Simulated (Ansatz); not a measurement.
# SrPdN (built on the sites of a database entry of BaAsPd): phonons and vibrational spectra, part 2 of 2

Wanted: phonon frequencies of SrPdN (built on the sites of a database entry of BaAsPd) and what follows from them.

Ansatz 0.2.0; DFT PBE+D3(BJ), scalar-relativistic, plane waves, PAW.

So far. Step 4 (Relaxing to small forces for the phonons): The forces vanish by symmetry and the pressure is 0.004 GPa, within the tolerances set. The cell now holds 16.67 Å³/atom. Step 5 (Linear response at the zone centre): Before it was imposed, the acoustic sum rule was missed by 4.0e-5 eV/Å². Small misses are needed for a sound result but don't prove that mesh and cutoff are converged. The relaxed cell has a = 3.771, c = 4.061 Å (conventional setting).

The structure was built from a prototype and need not be the compound's stable phase.

### Step 6. Phonons on a q mesh

Stability and thermal properties need the whole zone. Linear response on a 3×3×4 q mesh gives force constants as far as a supercell of that size would.

The input, input.yaml:

```yaml
crystal:
  lattice:
    - [3.7707149625, 0.0, 0.0]
    - [-1.8853574812, 3.2655349479, 0.0]
    - [0.0, 0.0, 4.0614150488]
  atoms:
    - { symbol: Sr, position: [0.0, 0.0, 0.0] }
    - { symbol: "N", position: [0.6666666667, 0.3333333333, 0.5] }
    - { symbol: Pd, position: [0.3333333333, 0.6666666667, 0.5] }
kpoints:
  mp_grid: { grid: [15, 15, 12] }
hamiltonian:
  xc: pbe
  dispersion: d3bj
scf:
  occupations: { method: methfessel_paxton, width: 0.2 }
output:
  eigenvalues: true
phonons:
  method: dfpt
  qmesh: [3, 3, 4]
  temperatures: { t_max: 1000, t_step: 50 }
  qpath:
    path:
      - [[0.0, 0.0, 0.0], [0.5, 0.0, 0.0], [0.33333333, 0.33333333, 0.0], [0.0, 0.0, 0.0], [0.0, 0.0, 0.5], [0.5, 0.0, 0.5], [0.33333333, 0.33333333, 0.5], [0.0, 0.0, 0.5]]
      - [[0.5, 0.0, 0.5], [0.5, 0.0, 0.0]]
      - [[0.33333333, 0.33333333, 0.5], [0.33333333, 0.33333333, 0.0]]
    npoints: 10
```

Command:

```
$ ansatz run input.yaml --threads 8 --pin off --max-ram 14336MiB --backend cpu --events-out ev --progress --plain --runs-dir out
```

Numbers of over 12 decimals in the logs are rounded to 6 here.

What it wrote:

```text
[...]
Crystal: 3 atoms, lattice volume = 50.010 Å³
Basis set: ecut = 420 eV, 985 PW (Γ), exchange–correlation on 54×54×60 points (8 copies of the dense FFT grid, shifted against one another)
Bands: 21, of which v1, the nominal top of the filled ones, is band 17 counted from 1 (16 counted from 0)
Symmetry: 12 space group operations
k-points: 189 of 2700 (time reversal used)
[...]
SCF iter   1: F=—  HF=-10902.337654 eV  |F-HF|=—  |Δ(HF+E_count)|=         —  Δρ=8.60e-3  dr2=5.19e-2  ethr=1.77e-3  ⟨swp⟩=6.1  Hψ=20812  notcnv=0
[...]
SCF iter  11: F=-10902.331389 eV  HF=-10902.331389 eV  |F-HF|=1.82e-12  |Δ(HF+E_count)|=  5.46e-12  S|Δr|=    0.00e0  Δρ=6.29e-8  dr2=3.00e-12  ethr=1.00e-12  ⟨swp⟩=6.7  Hψ=18104  notcnv=0
[...]
SCF 1 converged in 11 iterations: F = -10902.331389 eV  dr2 = 3.00e-12
[...]
phonons: the bands overlap, so this run is a metal and interpolates without the dipole-dipole term. If the crystal is really an insulator or semiconductor, its LO-TO splitting is missing
NSCF: frozen V_eff on 189 k-points
WARN: eigensolver did not converge in 23 slots of this pass, the one above among them; of largest residual over every band (k=30): 1 band(s) unlocked (lowest unlocked band 20, counted from 0; max residual 7.45e-3 eV among the unlocked bands, 7.45e-3 eV over every band); of lowest unlocked band (k=28): band 20
[...]
DFPT response loops at q = (0, 0, 0) (fractional): preconditioner auto → Kerker (q_TF=auto, 2.546 Å⁻¹) (partly filled bands, converged f_vac=0.000); β = 1.00, the filter's whole step (`scf.mixing.beta` (0.50) is not read by the response loops under this deck's `scf.mixing.preconditioner`; to damp them name `kerker` or `kerker_dos`, under which they read `scf.mixing.beta`, and type it under 1.00, their step now; both keys bind the ground state too); Broyden in place of MSR1
[...]
SCF converged after 11 iterations
[...]
Free energy (F): -10902.331389 eV
[...]
Internal energy: -10902.331174 eV  (E = F + TS)
E sigma→0 (E₀):  -10902.331336 eV
Entropy (-TS):   -0.000215 eV (-0.072 meV/atom)
Fermi energy:    13.000786 eV
[...]
--- Band table (eV; the first three rows and the last of 189) ---
  k-point 0: bands = [... 13 lower, 10.2891, 11.3962, 13.4128, 14.4407, 14.4407, 15.7551, 17.7057, 17.7057]
  k-point 1: bands = [... 13 lower, 10.2825, 11.2917, 13.5544, 14.4626, 14.4626, 15.7818, 17.6686, 17.6686]
  k-point 2: bands = [... 13 lower, 10.2616, 11.0605, 13.9140, 14.5253, 14.5253, 15.8373, 17.6013, 17.6013]
  k-point 188: bands = [... 13 lower, 10.7281, 10.7580, 11.1908, 12.4894, 14.6443, 17.7319, 18.3801, 19.0805]
--- Phonons (Γ-DFPT): 6 representative perturbations + reference (Σ response iterations 20) ---
  ASR residual: 3.963e-5 → 0.000e0 eV/Å²; symmetrization residual: 6.576e-6 eV/Å²
[...]
ASR residual per site (eV/Å²): 3.96e-5 2.74e-5 3.68e-5
  Γ frequencies (cm⁻¹): -69.59 0.00 0.00 0.00 121.53 121.53 183.23 315.77 315.77
--- Phonons (arbitrary-q DFPT): 9 irreducible q on the 3×3×4 mesh ---
  q = [0.0000, 0.0000, 0.0000] (star 1, of the zone-centre solve; hermiticity 1.82e-6, symmetrization 2.14e-10): -69.59 -0.00 0.00 0.00 121.53 121.53 183.23 315.77 315.77
  q = [0.0000, 0.0000, 0.2500] (star 2, 6 solved perturbations in 3276 linear systems a pass and spin channel, the states on 768 of 2700 k-point pairs; hermiticity 1.81e-6, symmetrization 2.89e-9): 46.09 46.09 71.91 112.17 112.17 130.76 175.89 314.14 314.14
[...]
q = [0.0000, 0.3333, 0.0000] (star 6, 9 solved perturbations on 840 of 2700 k-point pairs; hermiticity 1.62e-6, symmetrization 4.10e-10): -102.66 -34.02 82.04 96.51 135.22 156.60 162.99 293.74 339.77
[...]
sum rule: each row above includes the acoustic sum rule's correction from the zone centre's row sums; it moved no ω² by more than (0.73 cm⁻¹)²
  mesh force constants: q→R imaginary residual 0.00e0; ASR residual 3.963e-5 → 0.000e0 eV/Å²; symmetrization residual 6.217e-15 eV/Å²
  interpolated dispersion: 93 rows × 9 modes
  density of states and harmonic sums: on the 21×21×16 q-mesh, interpolated from the force constants of a 3×3×4 supercell (no non-analytic term)
  largest difference from the sums on the solved wave vectors: F 6.49e-3 eV, S 7.50e-6 and C_V 8.46e-7 eV/K
  zero-point energy: 0.082231 eV/cell   skipped modes (ω ≤ 0): 486, of them read as no rigid motion or as one in doubt: 483 (1.169e0 modes/cell left out, lowest -129.05 cm⁻¹)   left out of the sums: 1.30e-1 of the cell's modes: C_V's classical limit lies that fraction below 3 k_B per atom; for a crystal, a wire or a layer, F and S can be off by more, and a phonons.interpolated_qmesh denser along its periods is the remedy for the sampling
```

It took 9.1 min on 8 threads of Arm Neoverse V2, shared host; peak memory 3.4 GiB.

This step gave:

```
sum-rule residual before enforcement                    : 3.96e-5 eV/Å²
lowest frequency on the path                            : -129.0 cm⁻¹
highest frequency on the path or at a solved wavevector : 370.9 cm⁻¹
lowest mode on the q mesh (acoustic modes at Γ apart)   : -129.1 cm⁻¹
```

Frequencies (cm⁻¹) solved at each irreducible wavevector; negative means imaginary. Frequencies by wavevector, by row:

| q in reciprocal lattice units | star | mode 1 | mode 2 | mode 3 | mode 4 | mode 5 | mode 6 | mode 7 | mode 8 | mode 9 |
| --- | --- | --- | --- | --- | --- | --- | --- | --- | --- | --- |
| 0 0 0 | 1 | -69.6 | 0 | 0 | 0 | 121.5 | 121.5 | 183.2 | 315.8 | 315.8 |
| 0 0 0.25 | 2 | 46.1 | 46.1 | 71.9 | 112.2 | 112.2 | 130.8 | 175.9 | 314.1 | 314.1 |
| 0 0 -0.5 | 1 | 85.4 | 85.4 | 85.9 | 85.9 | 139.7 | 140.4 | 194.3 | 312.1 | 312.1 |
| 0 0.3333 0 | 6 | -102.7 | -34 | 82 | 96.5 | 135.2 | 156.6 | 163 | 293.7 | 339.8 |
| 0 0.3333 0.25 | 12 | -12.2 | 35.5 | 66.1 | 123 | 123.8 | 150.8 | 179.6 | 289.2 | 339.9 |
| 0 0.3333 -0.5 | 6 | 48.9 | 60.4 | 76 | 101.6 | 137.7 | 172.4 | 191.3 | 285.8 | 340.2 |
| 0.3333 0.3333 0 | 2 | -129.1 | -45.5 | 32 | 117.9 | 132.7 | 144 | 180.8 | 320 | 370.9 |
| 0.3333 0.3333 0.25 | 4 | -89.1 | -85.1 | 81.5 | 101.5 | 148.4 | 163.4 | 174 | 318.2 | 365.4 |
| 0.3333 0.3333 -0.5 | 2 | -106.5 | 30.8 | 75.9 | 120.2 | 167.2 | 167.8 | 174.3 | 316.6 | 360.2 |

Interpolated from a 3×3×4 q mesh. The phonon branches at the labelled points (cm⁻¹):

| point | branch 1 | branch 2 | branch 3 | branch 4 | branch 5 | branch 6 | branch 7 | branch 8 | branch 9 |
| --- | --- | --- | --- | --- | --- | --- | --- | --- | --- |
| Γ | -70 | 0 | 0 | 0 | 122 | 122 | 183 | 316 | 316 |
| halfway | -88 | -12 | 63 | 93 | 133 | 149 | 166 | 295 | 327 |
| M | -117 | -53 | 86 | 104 | 136 | 143 | 178 | 299 | 356 |
| halfway | -123 | -48 | 62 | 109 | 140 | 141 | 179 | 310 | 363 |
| K | -129 | -46 | 32 | 118 | 133 | 144 | 181 | 320 | 371 |
| halfway | -96 | 22 | 73 | 84 | 142 | 153 | 161 | 296 | 333 |
| Γ | -70 | 0 | 0 | 0 | 122 | 122 | 183 | 316 | 316 |
| halfway | 46 | 46 | 72 | 112 | 112 | 131 | 176 | 314 | 314 |
| A | 85 | 85 | 86 | 86 | 140 | 140 | 194 | 312 | 312 |
| halfway | 64 | 66 | 86 | 97 | 149 | 168 | 187 | 289 | 327 |
| L | 23 | 57 | 58 | 106 | 116 | 174 | 199 | 288 | 357 |
| halfway | -87 | 48 | 85 | 105 | 144 | 170 | 190 | 302 | 358 |
| H | -106 | 31 | 76 | 120 | 167 | 168 | 174 | 316 | 360 |
| halfway | 24 | 61 | 98 | 99 | 152 | 170 | 184 | 291 | 331 |
| A | 85 | 85 | 86 | 86 | 140 | 140 | 194 | 312 | 312 |
| jump to L | 23 | 57 | 58 | 106 | 116 | 174 | 199 | 288 | 357 |
| halfway | -55 | -22 | 49 | 122 | 125 | 150 | 188 | 293 | 356 |
| M | -117 | -53 | 86 | 104 | 136 | 143 | 178 | 299 | 356 |
| jump to H | -106 | 31 | 76 | 120 | 167 | 168 | 174 | 316 | 360 |
| halfway | -89 | -85 | 82 | 102 | 148 | 163 | 174 | 318 | 365 |
| K | -129 | -46 | 32 | 118 | 133 | 144 | 181 | 320 | 371 |

The phonon branches as a text plot (rows in cm⁻¹):

```
    360 |      ********                 *******       ***********
    340 |    **        **             **       ***
    319 |****     ****   *************      ***   ****      *****
    298 |  *******    *****        ***   ***   *****  ******
    277 |                             ***
    256 |
    236 |
    215 |
    194 |                        ***********   **********
    173 |**** ********** ********    **************   ** ********
    152 |   *************        ******    ** *******   * ** ****
    131 |*************  *****  * **    *  *         **  ****  ***
    111 |      *******       ****      *** ******     **  *** ***
     90 |  ******     ****       ******   **   *******    ****
     69 |   **   *    ****     ***  ******  ***  ***  ** *    *
     48 | **      ** *    *  ***      ******   ** *   * *      *
     27 |**         *   **** **        **   ***  *     *        *
      6 |***           *  ***
    -14 |   *                            *            ***   *
    -35 |    *     ****      *                           *
    -56 |     *****                       *     *       * **    *
    -77 |***             ****              *   *             ***
    -98 |   **         **                   ***          *  ***
   -119 |     *********                                   **   **
         Γ      M   K       Γ     A      L   H      A|L   M|H   K
```

Tetrahedra on a 21×21×16 mesh, mean over bins of 5 cm-1. Interpolated from a 3×3×4 q mesh. Table of phonon density of states by wavenumber; read off at these points:

wavenumber (cm⁻¹), phonon density of states (1/cm⁻¹/cell) and a bar:
```
     -128     0.0011 #
     -112     0.0069 ###
     -102     0.0081 ####
      -88     0.0099 #####
      -72     0.0110 #####
      -58     0.0110 #####
      -48     0.0191 #########
      -32     0.0106 #####
      -18     0.0063 ###
       -8     0.0054 ###
        8     0.0056 ###
       22     0.0114 ######
       32     0.0122 ######
       48     0.0184 #########
       62     0.0402 ###################
       78     0.0289 ##############
       88     0.0323 ################
      102     0.0382 ##################
      112     0.0472 #######################
      118     0.0369 ##################
      128     0.0369 ##################
      132     0.0598 #############################
      142     0.0384 ###################
      148     0.0458 ######################
      158     0.0318 ###############
      168     0.0467 #######################
      178     0.0621 ##############################
      182     0.0383 ###################
      198     0.0036 ##
      212     0.0000 
      222     0.0000 
      238     0.0000 
      252     0.0000 
      262     0.0000 
      278     0.0000 
      292     0.0561 ###########################
      302     0.0300 ###############
      318     0.0267 #############
      332     0.0133 ######
      348     0.0187 #########
      358     0.0374 ##################
      372     0.0002
```

The partial phonon density of states has structure finer than the step of the table below, so its rows give means over 20 cm⁻¹, whole bins alone (the curve runs from -139 to 392 cm⁻¹). Peaks (cm⁻¹: height): N -112.0: 0.00679, 184.8: 0.00789, 294.8: 0.0465, 354.8: 0.0279; Pd -45.3: 0.00985, 61.4: 0.0167, 111.4: 0.0234, 134.8: 0.0186, 174.8: 0.0199; Sr -45.3: 0.00478, 61.4: 0.0145, 108.1: 0.0176, 134.8: 0.0291, 174.8: 0.0316.

Phonopy on the run's constants, 17x17x15 mesh, Gaussian sigma 3.8 cm-1. Interpolated from a 3×3×4 q mesh. The partial phonon density of states by wavenumber; means over each step; values in 1/cm⁻¹/cell:

| wavenumber (cm⁻¹) | N | Pd | Sr |
| --- | --- | --- | --- |
| -120 | 0.00446 | 2.3e-5 | 5.9e-5 |
| -100 | 0.00621 | 0.00148 | 7.4e-4 |
| -80 | 0.00566 | 0.00328 | 0.00156 |
| -60 | 0.00413 | 0.00508 | 0.00233 |
| -40 | 0.00312 | 0.00728 | 0.00373 |
| -20 | 0.00132 | 0.00368 | 0.00248 |
| 0 | 4.7e-4 | 0.00149 | 0.00115 |
| 20 | 0.00173 | 0.00447 | 0.00406 |
| 40 | 0.00282 | 0.00665 | 0.00645 |
| 60 | 0.00452 | 0.0147 | 0.0129 |
| 80 | 0.00298 | 0.0143 | 0.0118 |
| 100 | 0.00256 | 0.0156 | 0.0141 |
| 120 | 0.00263 | 0.0187 | 0.0161 |
| 140 | 0.00423 | 0.0170 | 0.0244 |
| 160 | 0.00292 | 0.0146 | 0.0219 |
| 180 | 0.00553 | 0.0137 | 0.0235 |
| 200 | 0.00147 | 0.00124 | 0.00257 |
| 220 | 3.5e-7 | 3.5e-7 | 7.0e-7 |
| 240 | 0 | 0 | 0 |
| 260 | 0 | 0 | 0 |
| 280 | 0.00727 | 3.8e-4 | 2.1e-5 |
| 300 | 0.0342 | 0.00182 | 9.3e-5 |
| 320 | 0.0182 | 0.00155 | 3.2e-5 |
| 340 | 0.0147 | 0.00132 | 1.0e-5 |
| 360 | 0.0182 | 0.00161 | 9.4e-6 |
| 380 | 5.5e-4 | 5.3e-5 | 0 |

Symmetry leaves 9 wavevectors to solve. The lowest mode among them, the acoustic zeros apart, lies at q = (0.333, 0.333, 0) and is imaginary, 129.1i cm⁻¹, so the energy falls along it.

### Step 7. Another isotope, element N, natural mass 14.007 amu

An isotope changes the mass and not the force constants, so no new electronic calculation is needed; the shifts show which modes move this element.

The same force constants with the mass of N changed from 14.007 to 15.000 u (phonopy, no LO-TO term). Both lists are sorted by frequency; levels can cross, so a row need not hold one and the same mode. Modes under 3 cm⁻¹ are left out. Isotope shifts, by row:

| q | rank | natural mass (cm⁻¹) | changed mass (cm⁻¹) |
| --- | --- | --- | --- |
| 0 0 0 | 1 | -69.59 | -67.47 |
| 0 0 0 | 5 | 121.5 | 121.2 |
| 0 0 0 | 6 | 121.5 | 121.2 |
| 0 0 0 | 7 | 183.2 | 183 |
| 0 0 0 | 8 | 315.8 | 306.6 |
| 0 0 0 | 9 | 315.8 | 306.6 |
| 0 0 0.25 | 1 | 46.09 | 45.98 |
| 0 0 0.25 | 2 | 46.09 | 45.98 |
| 0 0 0.25 | 3 | 71.91 | 71.82 |
| 0 0 0.25 | 4 | 112.2 | 111.9 |
| 0 0 0.25 | 5 | 112.2 | 111.9 |
| 0 0 0.25 | 6 | 130.8 | 126.7 |
| 0 0 0.25 | 7 | 175.9 | 175.7 |
| 0 0 0.25 | 8 | 314.1 | 305 |
| 0 0 0.25 | 9 | 314.1 | 305 |
| 0 0 -0.5 | 1 | 85.37 | 84.99 |
| 0 0 -0.5 | 2 | 85.37 | 84.99 |
| 0 0 -0.5 | 3 | 85.88 | 85.88 |
| 0 0 -0.5 | 4 | 85.88 | 85.88 |
| 0 0 -0.5 | 5 | 139.7 | 139.6 |
| 0 0 -0.5 | 6 | 140.4 | 140.4 |
| 0 0 -0.5 | 7 | 194.3 | 187.8 |
| 0 0 -0.5 | 8 | 312.1 | 302.9 |
| 0 0 -0.5 | 9 | 312.1 | 302.9 |
| 0 0.3333 0 | 1 | -102.7 | -99.21 |
| 0 0.3333 0 | 2 | -34.02 | -33.98 |
| 0 0.3333 0 | 3 | 82.04 | 82.04 |
| 0 0.3333 0 | 4 | 96.51 | 96.4 |
| 0 0.3333 0 | 5 | 135.2 | 135 |
| 0 0.3333 0 | 6 | 156.6 | 156.6 |
| 0 0.3333 0 | 7 | 163 | 162.9 |
| 0 0.3333 0 | 8 | 293.7 | 284.4 |
| 0 0.3333 0 | 9 | 339.8 | 329.3 |

A mode of this element alone would shift by -3.37 %. The highest zone-centre frequency without the field goes from 315.8 to 306.6 cm⁻¹ (-2.9 %).

### Step 8. Isotope substitution, element Pd, natural mass 106.42 amu

The same for Pd, from 106.42 to 109.91 u.

A mode of this element alone would shift by -1.60 %. The highest zone-centre frequency without the field goes from 315.8 to 315.1 cm⁻¹ (-0.2 %).

### Step 9. Another isotope, element Sr, natural mass 87.62 amu

The same for Sr, from 87.62 to 85.91 u.

The same force constants with the mass of Sr changed from 87.620 to 85.909 u (phonopy, no LO-TO term). Both lists are sorted by frequency; levels can cross, so a row need not hold one and the same mode. Modes under 3 cm⁻¹ are left out. Isotope shifts, by row:

| q | rank | natural mass (cm⁻¹) | changed mass (cm⁻¹) |
| --- | --- | --- | --- |
| 0 0 0 | 1 | -69.59 | -69.65 |
| 0 0 0 | 5 | 121.5 | 122.2 |
| 0 0 0 | 6 | 121.5 | 122.2 |
| 0 0 0 | 7 | 183.2 | 184.1 |
| 0 0 0 | 8 | 315.8 | 315.8 |
| 0 0 0 | 9 | 315.8 | 315.8 |
| 0 0 0.25 | 1 | 46.09 | 46.29 |
| 0 0 0.25 | 2 | 46.09 | 46.29 |
| 0 0 0.25 | 3 | 71.91 | 72.27 |
| 0 0 0.25 | 4 | 112.2 | 112.8 |
| 0 0 0.25 | 5 | 112.2 | 112.8 |
| 0 0 0.25 | 6 | 130.8 | 130.8 |
| 0 0 0.25 | 7 | 175.9 | 176.7 |
| 0 0 0.25 | 8 | 314.1 | 314.1 |
| 0 0 0.25 | 9 | 314.1 | 314.1 |
| 0 0 -0.5 | 1 | 85.37 | 85.37 |
| 0 0 -0.5 | 2 | 85.37 | 85.37 |
| 0 0 -0.5 | 3 | 85.88 | 86.74 |
| 0 0 -0.5 | 4 | 85.88 | 86.74 |
| 0 0 -0.5 | 5 | 139.7 | 139.7 |
| 0 0 -0.5 | 6 | 140.4 | 141.8 |
| 0 0 -0.5 | 7 | 194.3 | 194.3 |
| 0 0 -0.5 | 8 | 312.1 | 312.1 |
| 0 0 -0.5 | 9 | 312.1 | 312.1 |
| 0 0.3333 0 | 1 | -102.7 | -102.7 |
| 0 0.3333 0 | 2 | -34.02 | -34.15 |
| 0 0.3333 0 | 3 | 82.04 | 82.48 |
| 0 0.3333 0 | 4 | 96.51 | 96.74 |
| 0 0.3333 0 | 5 | 135.2 | 136 |
| 0 0.3333 0 | 6 | 156.6 | 157.3 |
| 0 0.3333 0 | 7 | 163 | 164.2 |
| 0 0.3333 0 | 8 | 293.7 | 293.8 |
| 0 0.3333 0 | 9 | 339.8 | 339.8 |

A mode of this element alone would shift by +0.99 %. The highest zone-centre frequency without the field goes from 315.8 to 315.8 cm⁻¹ (+0.0 %).

### Step 10. What came out

| Property | Result |
| --- | --- |
| space group after relaxation (within 0.01 Å) | P-6m2 |
| volume per atom | 16.7 Å³ |
| electronic character | no gap on this mesh |
| highest optical mode at the zone centre (no LO-TO term) | 316 cm⁻¹ |
| lowest optical zone-centre mode | -69.6 cm⁻¹ |
| lowest mode on the q mesh (acoustic modes at Γ apart) | -129 cm⁻¹ |
| highest frequency on the path or at a solved wavevector | 371 cm⁻¹ |
| imaginary modes on the 3×3×4 q mesh | yes |

In words: Modes are clearly imaginary (beyond 10i cm⁻¹) at 6 of the 9 irreducible wavevectors, most at q = (0.333, 0.333, 0) (129.1i cm⁻¹), so this structure is not a minimum of the energy. The optical modes at Γ span -70 to 316 cm⁻¹ (negative means imaginary). The highest mode in this list at Γ, 315.8 cm⁻¹, is mostly motion of N (87 % of the kinetic energy). With no gap, or one that is small against the smearing, the frequencies hang on the k mesh and the smearing, most of all near Kohn anomalies. The phonon runs are without spin polarisation, although the cell has an odd electron count. A phonon run warned that its eigensolver left some bands unconverged in a pass. In the phonons the program treats the change of the C6 weights of the dispersion term with coordination only in part. The starting cell was built on a prototype and not taken from a measurement, so the phase need not exist. These are harmonic frequencies at zero temperature: anharmonic shifts, linewidths and thermal expansion are left out.

[Logs are printed without paths, hosts, clocks, repeated set-up lines and the standing remarks that a program may print on its own settings, such as how far it seeks lower states.]

[Hosts, paths, dates, database ids (printed as entryN), source tags and the programs' standing remarks are cut or masked in the printed files.]
